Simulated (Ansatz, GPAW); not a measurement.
# Work function of a 7-layer slab of Pb(111) at several levels, part 3 of 3

How far do functional and basis move the work function of a 7-layer slab of Pb(111)?

GPAW 26.7.0 and Ansatz 0.2.0; Ansatz plane waves; slab in vacuum with a dipole correction, relaxation (the session's first sound run).

So far, upper work function (eV): step 2 (relaxation, PBE) 3.71; step 7 (self-consistent run: xc = "vdW-DF2", GPAW, PAW setups, GPAW) 4.15; step 8 (self-consistent run: xc = "RPBE") 3.58; step 9 (real-space grid: mode = "fd", PBE, GPAW) 3.73; step 10 (atomic orbitals: mode = "lcao", PBE, GPAW) 3.62.

**12. A second plane-wave code**

A second program with its own datasets checks the number independently.

This step: Ansatz plane waves; slab in vacuum with a dipole correction (Ansatz 0.2.0).

File input.yaml:

```yaml
crystal:
  lattice:
    - [3.5001785669, 0.0, 0.0]
    - [1.7500892834, 3.0312435567, 0.0]
    - [0.0, 0.0, 35.1473029949]
  atoms:
    - { symbol: Pb, position: [0.0, 0.0, 0.2560651667] }
    - { symbol: Pb, position: [0.3333333333, 0.3333333333, 0.3373767778] }
    - { symbol: Pb, position: [0.6666666667, 0.6666666667, 0.4186883889] }
    - { symbol: Pb, position: [0.0, 0.0, 0.5025343185] }
    - { symbol: Pb, position: [0.3333333333, 0.3333333333, 0.5859816253] }
    - { symbol: Pb, position: [0.6666666667, 0.6666666667, 0.66980051] }
    - { symbol: Pb, position: [0.0, 0.0, 0.7492185465] }
kpoints:
  mp_grid: { grid: [10, 10, 1] }
hamiltonian:
  xc: pbe
scf:
  occupations: { method: fermi_dirac, width: 0.1 }
efield:
  axis: 3
  dipole_correction: true
  ramp_width: 0.05
output:
  forces: true
  write_potential: true
  write_density: true
  volumetric_format: npy
  elf: true
```

Launch:

```console
$ ansatz run input.yaml --threads 4 --pin off --max-ram 8192MiB --backend cpu --events-out ev --progress --plain --runs-dir out
```

Numbers of over 12 decimals in the logs are rounded to 6 here.

Output:

```text
[...]
Crystal: 7 atoms, lattice volume = 372.909 Å³
Basis set: ecut = 420 eV, 7275 PW (Γ), exchange–correlation on 48×48×480 points (8 copies of the dense FFT grid, shifted against one another)
Bands: 59, of which v1, the nominal top of the filled ones, is band 49 counted from 1 (48 counted from 0)
Symmetry: 6 space group operations
[...]
k-points: 14 of 100 (time reversal used)
[...]
SCF iter   1: F=—  HF=-83344.526894 eV  |F-HF|=—  |Δ(HF+E_count)|=         —  Δρ=1.06e-3  dr2=2.32e-1  ethr=1.77e-3  p=-0.001 e·Å  D=-4.70e-4 V/Å  ΔV_dip=0.02 eV  dr2_dipole=2.19e-3  V_vac-E_F(+/−)=3.74/3.73 eV  ⟨swp⟩=7.5  Hψ=3275  notcnv=0
[...]
SCF iter   7: F=-83344.523050 eV  HF=-83344.523050 eV  |F-HF|=2.17e-8  |Δ(HF+E_count)|=   5.71e-8  Δρ=1.65e-6  dr2=3.76e-8  ethr=1.02e-10  p=-0.002 e·Å  D=-8.50e-4 V/Å  ΔV_dip=0.03 eV  dr2_dipole=1.80e-10  V_vac-E_F(+/−)=3.72/3.69 eV  ⟨swp⟩=15.4  Hψ=7215  notcnv=0
SCF 1 converged in 7 iterations: F = -83344.523050 eV  dr2 = 3.76e-8
[...]
SCF converged after 7 iterations
Free energy (F): -83344.523050 eV
[...]
Internal energy: -83344.375930 eV  (E = F + TS)
E sigma→0 (E₀):  -83344.449490 eV
Entropy (-TS):   -0.147120 eV (-21.017 meV/atom)
Fermi energy:    4.660965 eV
Dipole field:    D = -0.000863 V/Å  (p = -0.001778 e·Å, saw-weighted, corrected)
Work function:   Φ+ = 3.7164 eV   Φ− = 3.6861 eV
[...]
--- Forces (eV/Å), atoms counted from 1 ---
  atom   1  Pb     0.00000000     0.00000000     0.07906027
  atom   2  Pb    -0.00000000     0.00000000    -0.18425746
  atom   3  Pb     0.00000000    -0.00000000     0.10072392
  atom   4  Pb     0.00000000     0.00000000    -0.00070666
  atom   5  Pb    -0.00000000    -0.00000000    -0.00073329
  atom   6  Pb     0.00000000    -0.00000000     0.00195790
  atom   7  Pb    -0.00000000     0.00000000     0.00395841
  max |Σ_I F_I| component: 3.08e-6 eV/Å
--- Band table (eV; the first three rows and the last of 14) ---
  k-point 0: bands = [... 45 lower, 4.6076, 6.2347, 7.5455, 8.2075, 8.4578, 9.4399, 9.6741, 10.3857, ... 6 higher]
  k-point 1: bands = [... 45 lower, 4.7305, 6.3224, 7.6409, 8.3192, 8.5477, 8.6348, 8.8078, 9.1755, ... 6 higher]
  k-point 2: bands = [... 45 lower, 4.8904, 5.8433, 6.0598, 6.3584, 6.7659, 7.0911, 7.5143, 8.0472, ... 6 higher]
  k-point 13: bands = [... 45 lower, 2.4042, 2.7881, 2.8793, 3.0331, 3.2412, 3.5166, 3.8281, 4.2243, ... 6 higher]
```

Run time: 12 s. Hardware: 4 threads of Intel Xeon Platinum 8259CL at 2.50GHz (Skylake/Cascade Lake), shared host; peak memory 0.9 GiB.

This step gave:

| Item | Value |
| --- | --- |
| upper work function | 3.716 eV |
| lower work function | 3.686 eV |
| dipole along the normal | -0.001778 e·Å |
| dipole field | -8.63e-4 V/Å |
| vacuum level above | 8.377 eV |
| vacuum level below | 8.347 eV |

The electrostatic potential energy of an electron (with the applied field's), less the Fermi level, planar mean oscillates, so the rows of the table below give means over windows of 2.93 Å about each position, cut where the curve ends. Its maxima inside the range that stand out by 2 % of the span (Å: eV): 10.4: 1.19, 13.3: 1.10, 16.3: 1.39, 19.2: 1.35, 22.1: 1.42, 24.9: 0.943. Its minima: 9.1: -11.7, 11.9: -11.8, 14.6: -11.9, 17.7: -11.8, 20.6: -11.9, 23.6: -11.8, 26.4: -11.8.

Electrostatic potential energy of an electron (with the applied field's), less the Fermi level, planar mean against z; means over each step:

z (Å), electrostatic potential energy of an electron (with the applied field's), less the Fermi level, planar mean (eV) and a bar from the least value:
```
     1.47        3.7 ##############################
     4.40        3.7 ##############################
     7.33        0.2 ###################
    10.26       -5.6 #
    13.19       -5.7 #
    16.12       -5.2 ##
    19.05       -5.3 ##
    21.98       -5.2 ##
    24.91       -6.0 
    27.84       -0.7 ################
    30.77        3.7 ##############################
    33.70        3.7 ##############################
```

The valence density, planar mean oscillates, so the rows of the table below give means over windows of 2.93 Å about each position, cut where the curve ends. Its maxima inside the range that stand out by 2 % of the span (Å: e/Å³): 8.9: 1.07, 11.9: 1.08, 14.6: 1.07, 17.7: 1.07, 20.6: 1.08, 23.6: 1.08, 26.4: 1.08. Its minima: 10.4: 0.107, 13.3: 0.105, 16.3: 0.0958, 19.2: 0.0970, 22.1: 0.0948, 24.9: 0.116.

The valence density, planar mean by z; means over each step:

```csv
z (Å),"valence density, planar mean (e/Å³)"
1.47,0
4.40,1.2e-4
7.33,0.151
10.26,0.475
13.19,0.476
16.12,0.444
19.05,0.449
21.98,0.445
24.91,0.500
27.84,0.212
30.77,1.7e-4
33.70,0
```

Force by atom:

```csv
atom,x (eV/Å),y (eV/Å),z (eV/Å),size
Pb1,0.000,0.000,0.079,0.079
Pb2,0.000,0.000,-0.184,0.184
Pb3,0.000,0.000,0.101,0.101
Pb4,0.000,0.000,-0.001,0.001
Pb5,0.000,0.000,-0.001,0.001
Pb6,0.000,0.000,0.002,0.002
Pb7,0.000,0.000,0.004,0.004
```

ELF in the ca plane at fractional y = 0.000, with atoms of Pb within 0.2 Å of it. It is the smooth field of the valence electrons, not physical close to the nuclei.

Values, 5 rows by 16 columns, each cell a mean:
```
0.22 0.35 0.18 0.35 0.22 0.24 0.15 0.15 0.23 0.27 0.31 0.21 0.44 0.20 0.02 0.00
0.28 0.25 0.35 0.28 0.25 0.35 0.26 0.26 0.34 0.27 0.29 0.36 0.32 0.09 0.01 0.00
0.31 0.19 0.25 0.20 0.28 0.39 0.29 0.30 0.38 0.28 0.22 0.26 0.18 0.05 0.01 0.00
0.26 0.29 0.37 0.32 0.24 0.32 0.23 0.23 0.32 0.26 0.32 0.38 0.37 0.12 0.01 0.00
0.21 0.35 0.09 0.34 0.22 0.21 0.13 0.12 0.21 0.27 0.29 0.13 0.45 0.22 0.02 0.00
```
Columns run along c (16.0 Å, from fractional 0.44 to 0.89 of the cell), rows up along a (3.5 Å). Atoms in or near the plane, at fractional coordinates: Pb at (0.50, 0.00), Pb at (0.75, 0.00).

Electrostatic potential energy in the ca plane at fractional y = 0.000, with atoms of Pb within 0.2 Å of it. With pseudopotentials it is smooth inside the atoms' cores, unlike the true potential.

Values in eV, 5 rows by 16 columns, each cell a mean:
```
  6  -7 -32 -14   6   6   7   7   6   6 -19 -31  -2   8   8   8
  4   4  -6   3   5  -1   4   5  -1   5   1  -5   6   8   8   8
  2   6   5   6   4  -8   3   3  -8   4   6   5   7   8   8   8
  5   2 -16  -1   5   2   5   5   2   5  -4 -15   4   8   8   8
  7 -10 -29 -18   6   6   7   7   6   6 -22 -29  -5   8   8   8
```
Columns run along c (16.0 Å, from fractional 0.44 to 0.89 of the cell; values clipped at the 3rd and 97th percentile), rows up along a (3.5 Å). Atoms in or near the plane, at fractional coordinates: Pb at (0.50, 0.00), Pb at (0.75, 0.00).

Valence density in the ca plane at fractional y = 0.000, with atoms of Pb within 0.2 Å of it. It is the smooth field of the valence electrons, not physical close to the nuclei.

Ten steps, logarithmic in the rise over the least value, from '0' (0.00 × 1e0 e/Å³) to '9' (8.55 × 1e0 e/Å³), each cell a mean:
```
11124799853111111100111111125799752100000000
11123577642111221111112221123577532000000000
22112344321112332211123322112344321000000000
32111122211123443211234432111222110000000000
32111111111123443211234432111111110000000000
32111233221122333211223332112233211000000000
21112455432112222111122222123455431000000000
11124688742111111111111111124788742100000000
11125799853111111100011111135899853100000000
```
Columns run along c (16.0 Å, from fractional 0.44 to 0.89 of the cell), rows up along a (3.5 Å). Atoms in or near the plane, at fractional coordinates: Pb at (0.50, 0.00), Pb at (0.75, 0.00).

The upper face's work function is 3.716 eV, against 3.733 eV in the first plane-wave PBE run at this geometry.

**13. Side by side**

Results and costs are gathered.

This step: comparison of work functions, dipole and cost (GPAW 26.7.0).

Ladder, by row:

```csv
step,code,"work function, upper (eV)","work function, lower (eV)",dipole (e Å),wall time (s),peak memory (GiB),threads
pw,GPAW,3.733,3.704,-0.001215,641.2,0.4,1
optPBE-vdW,GPAW,3.953,3.922,-0.001295,746.4,0.67,1
LDA,GPAW,4.054,4.024,-0.001246,746.6,0.4,1
revPBE,GPAW,3.596,3.567,-0.001179,832.5,0.4,1
vdW-DF2,GPAW,4.153,4.134,-6.42e-4,1229,0.67,1
RPBE,GPAW,3.582,3.553,-0.001215,701.9,0.4,1
fd,GPAW,3.733,3.702,-0.001308,2475,1.73,1
lcao,GPAW,3.622,3.589,-0.001465,781.1,0.41,1
ansatz,Ansatz,3.716,3.686,-0.001778,12.11,0.903,4
```

**14. Outcome**

```
work function, upper and lower face : 3.733 and 3.704 eV
dipole along the normal             : -0.0012 e Å, near the numerical noise
```

What this shows: With plane waves and PBE the work function is 3.73 eV on the upper face and 3.70 eV on the lower. The measured value for polycrystalline Pb, which weights the faces of low work function, is 4.25 eV (as compiled in "Anisotropic work function of elemental crystals", 2019, arxiv:1902.07811); the relaxed upper face lies 0.52 eV under it with PBE, and vdW-DF2 comes nearest (4.15 eV). Measured work functions scatter by a tenth of an eV or more between methods. Over the sound runs of the table the upper face's work function spans 3.582 (RPBE) to 4.153 eV (vdW-DF2). Atomic orbitals miss the plane-wave value by -0.11 eV, since they describe the tail of the density in the vacuum poorly. The two plane-wave codes differ by 0.017 eV on the upper face. The small printed dipole stands for a step of 21 meV from the lower to the upper face, and the probes find 29 meV; values this small are near the numerical noise of both. The in-plane lattice was kept as typed, which isn't the functional's own and leaves some strain; spin-orbit coupling and temperature are left out.

[Logs are printed without paths, hosts, clocks, repeated set-up lines and the standing remarks that a program may print on its own settings, such as how far it seeks lower states.]

[Hosts, paths, dates, database ids (printed as entryN), source tags and the programs' standing remarks are cut or masked in the printed files.]
